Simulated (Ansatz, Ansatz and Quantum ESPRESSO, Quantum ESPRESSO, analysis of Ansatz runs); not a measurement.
**Do two programs agree on a hop of F in Li2SnF6 (P-31m)? (Ansatz and Quantum ESPRESSO)**

Aim: the barrier of one jump in Li2SnF6 (P-31m) (V_F hop (2.8 Å), charge +1) from two independent programs, on a cell of 72 host atoms with 1 F taken out. The second starts from the first's relaxed ends and band.

Calculated with Ansatz and Quantum ESPRESSO; two programs on one path.

## 1. Starting point

The cell holds 71 atoms: 16 Li, 8 Sn and 47 F. Cell: a = 9.926 Å, b = 9.926 Å, c = 9.129 Å, α = 90.0°, β = 90.0°, γ = 120.0°. It derives from Li2SnF6 (space group P-31m). Nearest the centre at fractional (0.418, 0.582, 0.750): F71 at 1.28 Å, Li28 at 1.65 Å, F14 at 2.33 Å, F66 at 2.37 Å, F33 at 2.47 Å, Li64 at 2.49 Å, F70 at 2.49 Å, Sn56 at 2.64 Å. The cell carries charge +1.

The cell's shortest repeat is 9.1 Å.

## 2. The band in Ansatz

5 movable images are laid between the ends on a pair-potential path, which keeps atoms from colliding in the first guess. Each image feels the true force across the path and a spring force along it. The highest image is set to climb to the top of the path.

Method: plane-wave PAW DFT, PBEsol, at one point at (¼, ¼, ¼).

qp1.neb/input.yaml reads:

```yaml
crystal:
  lattice:
    - [9.92600377, 6.0e-08, 0.0]
    - [-4.96300194, 8.59617139, 0.0]
    - [0.0, 0.0, 9.12940559]
  atoms:
    - { symbol: Li, position: [0.33089612, 0.16310213, 0.24730512] }
    - { symbol: Li, position: [0.16346124, 0.33411828, 0.24808296] }
    - { symbol: Sn, position: [-0.00264112, -0.00194909, 0.00159305] }
    - { symbol: F, position: [0.16236424, 0.16397064, 0.12499106] }
    - { symbol: F, position: [0.34201318, 0.34268053, 0.38163708] }
    - { symbol: F, position: [0.33804157, 0.00247926, 0.12968334] }
    - { symbol: F, position: [0.16269747, 0.00180974, 0.37447074] }
    - { symbol: F, position: [0.00156521, 0.33782144, 0.12590175] }
    - { symbol: F, position: [0.00030526, 0.16282479, 0.37291678] }
    - { symbol: Li, position: [0.32856324, 0.16455374, 0.75069531] }
    - { symbol: Li, position: [0.14491618, 0.31552286, 0.76751968] }
    - { symbol: Sn, position: [-0.00179087, -0.00033057, 0.50034522] }
    - { symbol: F, position: [0.15948329, 0.16595747, 0.62802604] }
    - { symbol: F, position: [0.33482154, 0.34250599, 0.86399607] }
    - { symbol: F, position: [0.33597671, 0.00238241, 0.62640642] }
    - { symbol: F, position: [0.16016161, 0.00235841, 0.87217872] }
    - { symbol: F, position: [0.00378907, 0.33898935, 0.62866619] }
    - { symbol: F, position: [-0.01094729, 0.15815276, 0.87731305] }
    - { symbol: Li, position: [0.32942483, 0.66605942, 0.24813973] }
    - { symbol: Li, position: [0.1695956, 0.83464318, 0.25208189] }
    - { symbol: Sn, position: [0.00194897, 0.50009854, -0.00171441] }
    - { symbol: F, position: [0.16390615, 0.66241667, 0.12582637] }
    - { symbol: F, position: [0.33754161, 0.83725637, 0.37300915] }
    - { symbol: F, position: [0.33633683, 0.50010168, 0.12698063] }
    - { symbol: F, position: [0.16858894, 0.50002621, 0.38012487] }
    - { symbol: F, position: [0.00325208, 0.83721469, 0.12596701] }
    - { symbol: F, position: [0.00515173, 0.6640979, 0.37262856] }
    - { symbol: Li, position: [0.32944725, 0.68459195, 0.76757951] }
    - { symbol: Li, position: [0.16380529, 0.83690503, 0.74757473] }
    - { symbol: Sn, position: [0.0006736, 0.50004679, 0.50036964] }
    - { symbol: F, position: [0.16492538, 0.66112129, 0.62860753] }
    - { symbol: F, position: [0.33100328, 0.84210996, 0.87720554] }
    - { symbol: F, position: [0.16587119, 0.50004576, 0.87145832] }
    - { symbol: F, position: [-0.00258995, 0.83643926, 0.62744943] }
    - { symbol: F, position: [0.00138344, 0.66270858, 0.87140028] }
    - { symbol: Li, position: [0.8349757, 0.16544411, 0.25196897] }
    - { symbol: Li, position: [0.67288012, 0.32821143, 0.23791283] }
    - { symbol: Sn, position: [0.49935508, 0.00219796, 0.0015472] }
    - { symbol: F, position: [0.6661428, 0.16300936, 0.12590558] }
    - { symbol: F, position: [0.8410585, 0.33598936, 0.37266017] }
    - { symbol: F, position: [0.83568204, -0.00227162, 0.12966288] }
    - { symbol: F, position: [0.66094415, -0.00172946, 0.374447] }
    - { symbol: F, position: [0.49668062, 0.33851279, 0.12696429] }
    - { symbol: F, position: [0.50201631, 0.16736772, 0.37491904] }
    - { symbol: Li, position: [0.82688888, 0.1633072, 0.74772747] }
    - { symbol: Li, position: [0.66899016, 0.33279553, 0.75620462] }
    - { symbol: Sn, position: [0.49866354, 0.0004918, 0.50034257] }
    - { symbol: F, position: [0.66108787, 0.16381668, 0.62737381] }
    - { symbol: F, position: [0.83873463, 0.3375278, 0.87139356] }
    - { symbol: F, position: [0.83373308, -0.00215311, 0.62649934] }
    - { symbol: F, position: [0.65787195, -0.00214524, 0.87217134] }
    - { symbol: F, position: [0.49775382, 0.34345574, 0.62540842] }
    - { symbol: F, position: [0.49930721, 0.16604736, 0.87553436] }
    - { symbol: Li, position: [0.84468801, 0.67190396, 0.23785236] }
    - { symbol: Li, position: [0.6678436, 0.83703998, 0.24701956] }
    - { symbol: Sn, position: [0.49706412, 0.50006688, -0.0027892] }
    - { symbol: F, position: [0.6582793, 0.6617033, 0.12688139] }
    - { symbol: F, position: [0.8346965, 0.83273193, 0.37497467] }
    - { symbol: F, position: [0.83778917, 0.50011318, 0.12165473] }
    - { symbol: F, position: [0.68842099, 0.50007654, 0.35729083] }
    - { symbol: F, position: [0.49845467, 0.83629481, 0.12496541] }
    - { symbol: F, position: [0.49935299, 0.6573854, 0.3815561] }
    - { symbol: Li, position: [0.83642294, 0.66749695, 0.75641505] }
    - { symbol: Li, position: [0.66414511, 0.83564301, 0.75076327] }
    - { symbol: Sn, position: [0.53049326, 0.50007586, 0.47910772] }
    - { symbol: F, position: [0.65429233, 0.65669991, 0.62541595] }
    - { symbol: F, position: [0.83341849, 0.83421095, 0.87558986] }
    - { symbol: F, position: [0.83395235, 0.5001396, 0.62307605] }
    - { symbol: F, position: [0.66107063, 0.50012571, 0.87259367] }
    - { symbol: F, position: [0.49368053, 0.83429849, 0.62810325] }
    - { symbol: F, position: [0.49234254, 0.65762209, 0.8640068] }
total_charge: 1
basis:
  ecutwfc: 420
  xc_grid: 2
hamiltonian:
  xc: pbesol
kpoints:
  mp_grid: { grid: [1, 1, 1], shift: [0.25, 0.25, 0.25] }
scf:
  occupations: { method: fixed }
  max_iter: 120
output:
  forces: true
neb:
  images: 5
  f_tol: 0.04
  climbing: true
  initial_path: idpp
  max_iterations: 45
  order_check: false
  final_atoms:
    - { symbol: Li, position: [0.32919548, 0.15562102, 0.25965618] }
    - { symbol: Li, position: [0.16413876, 0.3326803, 0.25044544] }
[... 8 atom lines left out ...]
    - { symbol: Li, position: [0.16533535, 0.33618967, 0.74652681] }
[... 2 atom lines left out ...]
    - { symbol: F, position: [0.34462985, 0.34651365, 0.87230821] }
[... 13 atom lines left out ...]
    - { symbol: Li, position: [0.31697534, 0.67099014, 0.72920593] }
[... 4 atom lines left out ...]
    - { symbol: F, position: [0.16680483, 0.50666776, 0.86947228] }
[... 18 atom lines left out ...]
    - { symbol: F, position: [0.50111964, 0.33928354, 0.62494974] }
[... 3 atom lines left out ...]
    - { symbol: Sn, position: [0.50108701, 0.47020042, 0.01878606] }
[... 7 atom lines left out ...]
    - { symbol: Li, position: [0.68529797, 0.85509362, 0.72925904] }
    - { symbol: Sn, position: [0.50109994, 0.50315399, 0.50022902] }
    - { symbol: F, position: [0.65878872, 0.6655818, 0.63328597] }
[... 2 atom lines left out ...]
    - { symbol: F, position: [0.65746753, 0.50297652, 0.87221082] }
    - { symbol: F, position: [0.50114158, 0.83447743, 0.62577192] }
    - { symbol: F, position: [0.34347345, 0.50790848, 0.6333688] }
```

Launch:

```console
ansatz run input.yaml --threads 16 --pin off --max-ram 26378MiB --backend cpu --events-out ev --progress --plain --runs-dir out
```

Log:

```text
Warning: neb: disabling space-group detection — the band's intermediate images generally break the endpoint symmetry, so the full k-mesh is solved, and no spatial operation symmetrises the density, except that a semilocal band can use its path's symmetry [...]
Engine: ansatz 0.2.0, aarch64-unknown-linux-gnu
Pseudopotentials: kind: paw
Pseudopotential: Li, paw, valence charge 3, recommended cutoff 420 eV (normal), Li.paw.azcp
Pseudopotential: Sn, paw, valence charge 14, recommended cutoff 420 eV (normal), Sn.paw.azcp
Pseudopotential: F, paw, valence charge 7, recommended cutoff 420 eV (normal), F.paw.azcp
Functional definition: PBEsol
  exchange = pbesol_x
  correlation = pbesol_c
parallel-image band execution: 5 concurrent image workers
NEB image 0
Crystal: 71 atoms, lattice volume = 778.972 Å³
Basis set: ecut = 420 eV, 15259 PW (Γ), exchange–correlation on 144×144×128 points (8 copies of the dense FFT grid, shifted against one another)
Bands: 315, of which v1, the nominal top of the filled ones, is band 244 counted from 1 (243 counted from 0)
Symmetry: 1 space group operations
k-points: 1
Non-local potential: Li, projectors of the file, l = 0: 3, l = 1: 2, l = 2: 1
Non-local potential: Sn, projectors of the file, l = 0: 2, l = 1: 2, l = 2: 2, l = 3: 2
Non-local potential: F, projectors of the file, l = 0: 2, l = 1: 2, l = 2: 1
PAW form: soft (Blöchl's): semilocal exchange-correlation on the pseudo side does not see the compensation charge
PAW frozen core: Sn, regenerated for the run's functional, and the local potential with it (the file was generated under x = pbe(κ = 0.804, μ = 0.219515), c = pbe(β = 0.066725))
[...]
- { symbol: F, position: [0.160320, 0.160786, 0.128444] }
    - { symbol: F, position: [0.339995, 0.359189, 0.403093] }
    - { symbol: F, position: [0.336554, -0.000659, 0.125116] }
    - { symbol: F, position: [0.167585, 0.004444, 0.371617] }
    - { symbol: F, position: [0.000250, 0.337895, 0.126821] }
    - { symbol: F, position: [0.003098, 0.166650, 0.371342] }
    - { symbol: Li, position: [0.327139, 0.156037, 0.745396] }
    - { symbol: Li, position: [0.151190, 0.319509, 0.765629] }
    - { symbol: Sn, position: [0.003380, 0.003249, 0.496832] }
    - { symbol: F, position: [0.162963, 0.166139, 0.627735] }
    - { symbol: F, position: [0.316752, 0.306034, 0.877928] }
[...]
- { symbol: Li, position: [0.331693, 0.669102, 0.248818] }
    - { symbol: Li, position: [0.167197, 0.833657, 0.248735] }
    - { symbol: Sn, position: [-0.000850, 0.499846, 1.082054e-5] }
[...]
- { symbol: Li, position: [0.325090, 0.675874, 0.748819] }
    - { symbol: Li, position: [0.166441, 0.834305, 0.748733] }
    - { symbol: Sn, position: [7.359877e-5, 0.500185, 0.498311] }
[...]
- { symbol: Sn, position: [0.500549, 0.000688, -0.000768] }
[...]
- { symbol: Sn, position: [0.500870, 0.001632, 0.497485] }
[...]
- { symbol: Li, position: [0.840233, 0.668178, 0.250802] }
    - { symbol: Li, position: [0.666417, 0.836910, 0.245814] }
    - { symbol: Sn, position: [0.486256, 0.479048, -0.015148] }
[...]
- { symbol: Li, position: [0.844742, 0.673568, 0.752159] }
    - { symbol: Li, position: [0.680808, 0.848792, 0.732015] }
    - { symbol: Sn, position: [0.522065, 0.514827, 0.512689] }
[...]
- { symbol: F, position: [0.837538, 0.500349, 0.625292] }
    - { symbol: F, position: [0.658679, 0.496889, 0.865464] }
    - { symbol: F, position: [0.500638, 0.838301, 0.625550] }
    - { symbol: F, position: [0.438080, 0.563655, 0.748969] }
[key lines of the parts left out:]
SCF converged after 7 iterations
Free energy (F): -88534.071258 eV
Fermi energy:    1.779247 eV
```

It took 3.1 min on 16 threads of Arm Neoverse V2, shared host; peak memory 6.5 GiB; 40 min of CPU time.

The column dr2 measures how far the density is from self-consistency, as an energy; F and HF (Harris–Foulkes) agree once it is small.

The band met its tolerance of 0.04 eV/Å after 8 iterations, with image 3 on top (the start counts as 0). F71, which moves farthest between the ends, has 2 Li at 1.97 to 2.02 Å and 1 Sn at 2.00 Å nearest at the start and 1 Li at 1.94 Å at the top.

[end of part 1 of 2]

[Long decimals in the printed logs are rounded to 6 places.]

[Repeated set-up lines and some long k-point lines are left out of the logs, and relaxed atomic positions are cut to six decimals.]

[Logs are printed without paths, hosts, clocks, repeated set-up lines and the standing remarks that a program may print on its own settings, such as how far it seeks lower states.]

[Hosts, paths, dates, database ids (printed as entryN), source tags and the programs' standing remarks are cut or masked in the printed files.]
